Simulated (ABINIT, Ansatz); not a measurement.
# KTaO3 (Pm-3m): Raman and infrared activity

Aim: Raman and infrared lines of KTaO3 (Pm-3m).

Main program and level: ABINIT 10.8.3; DFT LDA, scalar-relativistic, plane waves, PseudoDojo norm-conserving pseudopotentials.

## 1. The structure

It takes space group Pm-3m (No. 221, cubic). The conventional cell has a = 3.988 Å, b = 3.988 Å, c = 3.988 Å, α = 90.00°, β = 90.00°, γ = 90.00°. Nearest to K lie 12 O at 2.82 Å. Nearest to Ta lie 6 O at 1.99 Å. Nearest to O lie 2 Ta at 1.99 Å and 4 K at 2.82 Å. Farther neighbours and most contacts between anions are not listed.

Coordinates:

```cif
data_structure
_symmetry_space_group_name_H-M 'P 1'
_symmetry_Int_Tables_number 1
_cell_length_a 3.9883
_cell_length_b 3.9883
_cell_length_c 3.9883
_cell_angle_alpha 90.000
_cell_angle_beta 90.000
_cell_angle_gamma 90.000
_cell_volume 63.44
loop_
_atom_site_label
_atom_site_type_symbol
_atom_site_fract_x
_atom_site_fract_y
_atom_site_fract_z
_atom_site_occupancy
K1 K 0.50000 0.50000 0.50000 1
Ta2 Ta 0.00000 0.00000 0.00000 1
O3 O 0.50000 0.00000 0.00000 1
O4 O 0.00000 0.50000 0.00000 1
O5 O 0.00000 0.00000 0.50000 1
```

## 2. A first look

A first run with smearing and empty bands tells whether the crystal has a gap, which decides between fixed occupations and smearing later on.

probe.abi

```
# ground state
tolvrs 1.0d-08
prtden 1
prtwf 1

# basis, mesh and filling
ecut 36.0
ngkpt 4 4 4
nshiftk 1
shiftk 0.0 0.0 0.0
istwfk *1
occopt 7
tsmear 0.005
nband 29
nstep 100
diemac 9.0
prtebands 0
prtgsr 0

# cell and atoms
acell 7.536794703 7.536794703 7.536794703
rprim 
    1.0 0.0 0.0
    0.0 1.0 0.0
    0.0 0.0 1.0
ntypat 3
znucl 19 73 8
natom 5
typat 1 2 3 3 3
xred 
    0.5 0.5 0.5
    0.0 0.0 0.0
    0.5 0.0 0.0
    0.0 0.5 0.0
    0.0 0.0 0.5
pp_dirpath "./pseudo"
pseudos "K.upf, Ta.upf, O.upf"
```

The run is started by

```console
$ OMP_NUM_THREADS=1 mpirun -n 10 abinit probe.abi > probe.log
```

Numbers of over 12 decimals in the logs are rounded to 6 here.

probe.abo, the main output file:

```text
[banners, grids, parts of the stress and lines that vanish by symmetry left out]
- input  file    -> probe.abi
- output file    -> probe.abo
- root for input  files -> probei
[...]
Symmetries : space group Pm -3 m (#221); Bravais cP (primitive cubic)
[...]
mpw =        4468          nfft =       91125          nkpt =          10
[...]
== DATASET  1 ==================================================================
[...]
cutoff_energies: {ecut:  36.0, pawecutdg:  -1.0, }
[...]
ETOT  1  -144.36721752474    -1.444E+02 9.232E-02 1.616E+03
 ETOT  2  -143.00470962237     1.363E+00 2.261E-02 6.094E+03
 ETOT  3  -144.86076192436    -1.856E+00 1.352E-02 1.061E+02
 ETOT  4  -144.87918963251    -1.843E-02 7.200E-03 3.247E+01
 ETOT  5  -144.88373361150    -4.544E-03 1.374E-03 4.785E+00
[...]
ETOT 10  -144.88519466922    -3.519E-09 4.268E-05 1.067E-07
 ETOT 11  -144.88519466924    -2.260E-11 3.823E-05 3.672E-10
 At SCF step   11       vres2   =  3.67E-10 < tolvrs=  1.00E-08 =>converged.
[...]
sigma(1 1)=  2.88638149E-04  sigma(3 2)=  0.00000000E+00
  sigma(2 2)=  2.88638149E-04  sigma(3 1)=  0.00000000E+00
  sigma(3 3)=  2.88638149E-04  sigma(2 1)=  0.00000000E+00
[...]
convergence: {deltae: -2.260E-11, res2:  3.672E-10, residm:  3.823E-05, diffor: null, }
etotal    :  -1.44885195E+02
[...]
sigma(1 1)=  2.88638149E-04  sigma(3 2)=  0.00000000E+00
  sigma(2 2)=  2.88638149E-04  sigma(3 1)=  0.00000000E+00
  sigma(3 3)=  2.88638149E-04  sigma(2 1)=  0.00000000E+00
[...]
- sigma(1 1)=  8.49202754E+00  sigma(3 2)=  0.00000000E+00
- sigma(2 2)=  8.49202754E+00  sigma(3 1)=  0.00000000E+00
- sigma(3 3)=  8.49202754E+00  sigma(2 1)=  0.00000000E+00
[...]
fcart     -0.0000000000E+00 -0.0000000000E+00 -0.0000000000E+00
           strten      2.8863814933E-04  2.8863814933E-04  2.8863814933E-04
================================================================================

[key lines of the parts left out:]
pressure_GPa:  -8.4920E+00
```

Run time: 8.3 s. Hardware: 10 MPI ranks of Arm Neoverse V2, shared host.

Numbers from this step:

| Quantity | Value |
| --- | --- |
| volume per atom | 12.69 Å³ |
| pressure | -8.492 GPa |
| gap on the k-mesh | 2.071 eV |

A gap of 2.1 eV opens on this mesh, so the crystal is taken as an insulator; the printed pressure holds the stress of the finite basis too.

## 3. Relaxation

The harmonic expansion needs vanishing forces, and a free crystal bears no stress, so cell and atoms are brought to rest. Stress is more sensitive to the basis than forces are: the last 3 Ha under the cutoff are smoothed with ecutsm, and the cutoff is raised above that of the later runs.

relax.abi

```
# relaxation
ionmov 2
optcell 2
dilatmx 1.08
ntime 40
tolmxf 1.0d-05
tolvrs 1.0d-14
prtwf 0
prtden 0
chksymtnons 0

# basis, mesh and filling
ecut 44.0
ecutsm 3.0
ngkpt 6 6 6
nshiftk 1
shiftk 0.0 0.0 0.0
istwfk *1
occopt 1
nband 20
nstep 100
diemac 9.0
prtebands 0
prtgsr 0

# cell and atoms
acell 7.536794703 7.536794703 7.536794703
rprim 
    1.0 0.0 0.0
    0.0 1.0 0.0
    0.0 0.0 1.0
ntypat 3
znucl 19 73 8
natom 5
typat 1 2 3 3 3
xred 
    0.5 0.5 0.5
    0.0 0.0 0.0
    0.5 0.0 0.0
    0.0 0.5 0.0
    0.0 0.0 0.5
pp_dirpath "./pseudo"
pseudos "K.upf, Ta.upf, O.upf"
```

The run is started by

```console
$ OMP_NUM_THREADS=1 mpirun -n 16 abinit relax.abi > relax.log
```

relax.abo, the main output file:

```text
[banners, grids, parts of the stress and lines that vanish by symmetry left out]
- input  file    -> relax.abi
- output file    -> relax.abo
- root for input  files -> relaxi
[...]
Symmetries : space group Pm -3 m (#221); Bravais cP (primitive cubic)
[...]
mpw =        7571          nfft =      125000          nkpt =          20
[...]
== DATASET  1 ==================================================================
[...]
-    --> not optimal distribution: autoparal keyword recommended in input file <--
[...]
cutoff_energies: {ecut:  44.0, pawecutdg:  -1.0, }
[...]
ETOT  1  -144.40826721972    -1.444E+02 2.526E-01 1.227E+03
 ETOT  2  -144.42405316166    -1.579E-02 3.146E-02 1.842E+03
 ETOT  3  -144.85118094873    -4.271E-01 9.970E-02 1.901E+02
 ETOT  4  -144.87751360372    -2.633E-02 2.382E-03 5.368E+01
 ETOT  5  -144.88702797314    -9.514E-03 1.806E-04 6.135E-01
[...]
At SCF step   17       vres2   =  3.09E-15 < tolvrs=  1.00E-14 =>converged.
[...]
sigma(1 1)=  2.58505211E-04  sigma(3 2)=  0.00000000E+00
  sigma(2 2)=  2.58505211E-04  sigma(3 1)=  0.00000000E+00
  sigma(3 3)=  2.58505211E-04  sigma(2 1)=  0.00000000E+00
[...]
convergence: {deltae: -4.547E-13, res2:  3.092E-15, residm:  5.072E-14, diffor: null, }
etotal    :  -1.44887169E+02
[...]
ETOT  1  -144.87879898961    -1.449E+02 5.824E-04 1.197E+02
[...]
At SCF step   15       vres2   =  2.36E-15 < tolvrs=  1.00E-14 =>converged.
[...]
sigma(1 1)=  1.02723458E-04  sigma(3 2)=  0.00000000E+00
  sigma(2 2)=  1.02723458E-04  sigma(3 1)=  0.00000000E+00
  sigma(3 3)=  1.02723458E-04  sigma(2 1)=  0.00000000E+00
[...]
convergence: {deltae:  6.878E-12, res2:  2.358E-15, residm:  3.475E-18, diffor: null, }
etotal    :  -1.44888971E+02
[...]
ETOT  1  -144.88508422069    -1.449E+02 1.044E-02 4.956E+01
[...]
At SCF step   15       vres2   =  2.84E-15 < tolvrs=  1.00E-14 =>converged.
[...]
sigma(1 1)= -5.75764949E-06  sigma(3 2)=  0.00000000E+00
  sigma(2 2)= -5.75764949E-06  sigma(3 1)=  0.00000000E+00
  sigma(3 3)= -5.75764949E-06  sigma(2 1)=  0.00000000E+00
[...]
convergence: {deltae: -5.684E-12, res2:  2.844E-15, residm:  1.732E-18, diffor: null, }
etotal    :  -1.44889275E+02
[...]
ETOT  1  -144.88926415641    -1.449E+02 6.873E-10 1.404E-01
[...]
At SCF step   12       vres2   =  6.10E-15 < tolvrs=  1.00E-14 =>converged.
[...]
sigma(1 1)=  1.14101185E-07  sigma(3 2)=  0.00000000E+00
  sigma(2 2)=  1.14101185E-07  sigma(3 1)=  0.00000000E+00
  sigma(3 3)=  1.14101185E-07  sigma(2 1)=  0.00000000E+00
[...]
convergence: {deltae:  5.258E-12, res2:  6.101E-15, residm:  2.912E-17, diffor: null, }
etotal    :  -1.44889276E+02
[...]
ETOT  1  -144.88927618768    -1.449E+02 5.927E-12 5.300E-05
[...]
ETOT  9  -144.88927619221     6.679E-12 7.938E-18 1.522E-14
 ETOT 10  -144.88927619221    -4.519E-12 5.261E-19 6.322E-16
 At SCF step   10       vres2   =  6.32E-16 < tolvrs=  1.00E-14 =>converged.
[...]
sigma(1 1)=  1.19361647E-10  sigma(3 2)=  0.00000000E+00
  sigma(2 2)=  1.19361656E-10  sigma(3 1)=  0.00000000E+00
  sigma(3 3)=  1.19361651E-10  sigma(2 1)=  0.00000000E+00
[...]
convergence: {deltae: -4.519E-12, res2:  6.322E-16, residm:  5.261E-19, diffor: null, }
etotal    :  -1.44889276E+02
[...]
At Broyd/MD step   5, gradients are converged :
[...]
sigma(1 1)=  1.19361647E-10  sigma(3 2)=  0.00000000E+00
  sigma(2 2)=  1.19361656E-10  sigma(3 1)=  0.00000000E+00
  sigma(3 3)=  1.19361651E-10  sigma(2 1)=  0.00000000E+00
[...]
- sigma(1 1)=  3.51174091E-06  sigma(3 2)=  0.00000000E+00
- sigma(2 2)=  3.51174116E-06  sigma(3 1)=  0.00000000E+00
- sigma(3 3)=  3.51174101E-06  sigma(2 1)=  0.00000000E+00
[...]
fcart     -0.0000000000E+00 -0.0000000000E+00 -0.0000000000E+00
           strten      1.1936164730E-10  1.1936165598E-10  1.1936165077E-10
================================================================================

[key lines of the parts left out:]
pressure_GPa:  -3.5117E-06
Total energy (etotal) [Ha]= -1.44889276192212E+02
```

Run time: 70 s. Hardware: 16 MPI ranks; 19 min of CPU time.

The steps of the relaxation:

```
step  energy less that of the first step (eV)  largest force (eV/Å)  volume (Å³)
   1                                   0.0000                0.0000        63.44
   2                                  -0.0490                0.0000        61.98
   3                                  -0.0573                0.0000        61.06
   4                                  -0.0573                0.0000        61.11
   5                                  -0.0573                0.0000        61.10
```

```csv
"conventional cell, symmetrised",before,after,change
a (Å),3.988,3.939,-1.2 %
b (Å),3.988,3.939,-1.2 %
c (Å),3.988,3.939,-1.2 %
volume (Å³/atom),12.69,12.22,-3.7 %
```

Final coordinates:

```xyz
5
Lattice="3.9388 0.0000 0.0000 0.0000 3.9388 0.0000 0.0000 0.0000 3.9388" Properties=species:S:1:pos:R:3 pbc="T T T"
K     1.9694    1.9694    1.9694
Ta    0.0000    0.0000    0.0000
O     1.9694    0.0000    0.0000
O     0.0000    1.9694    0.0000
O     0.0000    0.0000    1.9694
```

Read from the output:

```
volume per atom : 12.22 Å³
pressure        : -3.51e-6 GPa
```

The volume changes by -3.7 % in this run and stands -3.7 % from the first cell.

## 4. Self-consistent run for the response

The response is built on these wavefunctions, so the potential is converged far more tightly than an energy would need. The mesh is shifted off Γ, since shifted meshes converge sums over the zone faster.

gs.abi

```
# ground state
tolvrs 1.0d-16
prtden 1
prtwf 1

# basis, mesh and filling
ecut 36.0
ngkpt 6 6 6
nshiftk 1
shiftk 0.5 0.5 0.5
istwfk *1
occopt 1
nband 20
nstep 100
diemac 9.0
prtebands 0
prtgsr 0

# cell and atoms
acell 7.443161413 7.443161413 7.443161413
rprim 
    1.0 0.0 0.0
    0.0 1.0 0.0
    0.0 0.0 1.0
ntypat 3
znucl 19 73 8
natom 5
typat 1 2 3 3 3
xred 
    0.5 0.5 0.5
    0.0 0.0 0.0
    0.5 0.0 0.0
    0.0 0.5 0.0
    0.0 0.0 0.5
pp_dirpath "./pseudo"
pseudos "K.upf, Ta.upf, O.upf"
```

The run is started by

```console
$ OMP_NUM_THREADS=1 mpirun -n 16 abinit gs.abi > gs.log
```

gs.abo, the main output file:

```text
[banners, grids, parts of the stress and lines that vanish by symmetry left out]
- input  file    -> gs.abi
- output file    -> gs.abo
- root for input  files -> gsi
[...]
Symmetries : space group Pm -3 m (#221); Bravais cP (primitive cubic)
[...]
mpw =        4266          nfft =       91125          nkpt =          10
[...]
== DATASET  1 ==================================================================
[...]
-    --> not optimal distribution: autoparal keyword recommended in input file <--
[...]
cutoff_energies: {ecut:  36.0, pawecutdg:  -1.0, }
[...]
ETOT  1  -144.45723911261    -1.445E+02 1.950E-01 1.057E+03
 ETOT  2  -144.27450968307     1.827E-01 1.629E-02 1.908E+03
 ETOT  3  -144.86297275264    -5.885E-01 8.077E-03 1.021E+02
 ETOT  4  -144.88344453321    -2.047E-02 5.439E-04 2.079E+01
 ETOT  5  -144.88811601581    -4.671E-03 2.703E-05 4.847E-01
[...]
ETOT 18  -144.88827128177     1.052E-11 6.720E-17 6.738E-16
 ETOT 19  -144.88827128177     3.524E-12 6.863E-18 7.101E-18
 At SCF step   19       vres2   =  7.10E-18 < tolvrs=  1.00E-16 =>converged.
[...]
sigma(1 1)=  3.24080226E-05  sigma(3 2)=  0.00000000E+00
  sigma(2 2)=  3.24080226E-05  sigma(3 1)=  0.00000000E+00
  sigma(3 3)=  3.24080226E-05  sigma(2 1)=  0.00000000E+00
[...]
convergence: {deltae:  3.524E-12, res2:  7.101E-18, residm:  6.863E-18, diffor: null, }
etotal    :  -1.44888271E+02
[...]
sigma(1 1)=  3.24080226E-05  sigma(3 2)=  0.00000000E+00
  sigma(2 2)=  3.24080226E-05  sigma(3 1)=  0.00000000E+00
  sigma(3 3)=  3.24080226E-05  sigma(2 1)=  0.00000000E+00
[...]
- sigma(1 1)=  9.53476943E-01  sigma(3 2)=  0.00000000E+00
- sigma(2 2)=  9.53476943E-01  sigma(3 1)=  0.00000000E+00
- sigma(3 3)=  9.53476943E-01  sigma(2 1)=  0.00000000E+00
[...]
fcart     -0.0000000000E+00 -0.0000000000E+00 -0.0000000000E+00
           strten      3.2408022572E-05  3.2408022572E-05  3.2408022572E-05
================================================================================

[key lines of the parts left out:]
pressure_GPa:  -9.5348E-01
```

It took 8.8 s on 16 MPI ranks; 2.3 min of CPU time.

Numbers from this step:

```yaml
pressure: -0.9535 GPa
```

The cell stands at -0.95 GPa: the relaxation ran with a smoothed and higher cutoff and on another k mesh.

## 5. Empty bands

Empty bands on the ground state's density check that the gap assumed so far is there in this cell.

gap.abi

```
# empty bands on the ground state's density
iscf -2
getden_filepath "gso_DEN"
tolwfr 1.0d-12
nbdbuf 2
prtwf 0

# basis, mesh and filling
ecut 36.0
ngkpt 6 6 6
nshiftk 1
shiftk 0.0 0.0 0.0
istwfk *1
occopt 1
nband 24
nstep 100
diemac 9.0
prtebands 0
prtgsr 0

# cell and atoms
acell 7.443161413 7.443161413 7.443161413
rprim 
    1.0 0.0 0.0
    0.0 1.0 0.0
    0.0 0.0 1.0
ntypat 3
znucl 19 73 8
natom 5
typat 1 2 3 3 3
xred 
    0.5 0.5 0.5
    0.0 0.0 0.0
    0.5 0.0 0.0
    0.0 0.5 0.0
    0.0 0.0 0.5
pp_dirpath "./pseudo"
pseudos "K.upf, Ta.upf, O.upf"
```

The run is started by

```console
$ OMP_NUM_THREADS=1 mpirun -n 16 abinit gap.abi > gap.log
```

gap.abo, the main output file:

```text
[banners, grids, parts of the stress and lines that vanish by symmetry left out]
- input  file    -> gap.abi
- output file    -> gap.abo
- root for input  files -> gapi
[...]
Symmetries : space group Pm -3 m (#221); Bravais cP (primitive cubic)
[...]
mpw =        4337          nfft =       91125          nkpt =          20
[...]
== DATASET  1 ==================================================================
[...]
-    --> not optimal distribution: autoparal keyword recommended in input file <--
[...]
cutoff_energies: {ecut:  36.0, pawecutdg:  -1.0, }
[...]
-outvars: echo values of variables after computation
            acell      7.4431614130E+00  7.4431614130E+00  7.4431614130E+00 Bohr
================================================================================
```

Elapsed: 8.6 s, on 16 MPI ranks.

Numbers from this step:

```
gap on the k-mesh : 2.168 eV
```

In this cell the gap on the mesh is 2.2 eV, indirect (smallest direct 2.8 eV), so fixed occupations hold.

[end of part 1 of 4]

[Host names and launcher messages were left out of these logs when they were recorded.]

[Logs are printed without paths, hosts, clocks, repeated set-up lines and the standing remarks that a program may print on its own settings, such as how far it seeks lower states.]

[Hosts, paths, dates, database ids (printed as entryN), source tags and the programs' standing remarks are cut or masked in the printed files.]
